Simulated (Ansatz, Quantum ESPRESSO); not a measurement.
# Pt(111), 5 layers against a metal electrode: the electrode's level over the Fermi level at a withheld member of a series

How the rows were computed: Quantum ESPRESSO 7.5, PBE, GBRV ultrasoft. The slab is relaxed neutral, then held. ESM with bc3: vacuum below and a metal electrode about 6 Å above the top atoms. Cold smearing of 0.02 Ry. Charges are set per cell from the starting area. The slabs take the lattice constants of the bulk relaxed by the same program. The series steps the charge of the slab (positive: electrons removed).

```
charge of the slab  electrode's level over the Fermi level (eV)
     1 ×10¹³ e/cm²                                        6.495
     2 ×10¹³ e/cm²                                        7.305
   4.5 ×10¹³ e/cm²                                        9.346
     6 ×10¹³ e/cm²                                       10.581
     7 ×10¹³ e/cm²                                       11.409
     8 ×10¹³ e/cm²                                       12.239
```

**Question.** What is the electrode's level over the Fermi level at 3 ×10¹³ e/cm²?

**Worked estimate.** The rows at 2 ×10¹³ e/cm² and 4.5 ×10¹³ e/cm² give a slope of (9.346 − (7.305))/(4.5 − (2)) = 0.8164, so a straight line gives 8.121 eV. A parabola through these and the row at 1 ×10¹³ e/cm² gives 8.119 eV.

**Check.** 8.119 eV. The line misses by +0.002 and the parabola by 0.000 eV. Both misses are under 5 % of the step from the nearer row.

**Limits.** Vacuum fills the gap; ions don't answer the charge; added electrons can spill towards the electrode at the most negative charges. Charges count on the starting cell, which the relaxation changed by some per cent. Members without a usable value, or on the other side of zero field or charge, are not listed.

[Logs are printed without paths, hosts, clocks, repeated set-up lines and the standing remarks that a program may print on its own settings, such as how far it seeks lower states.]
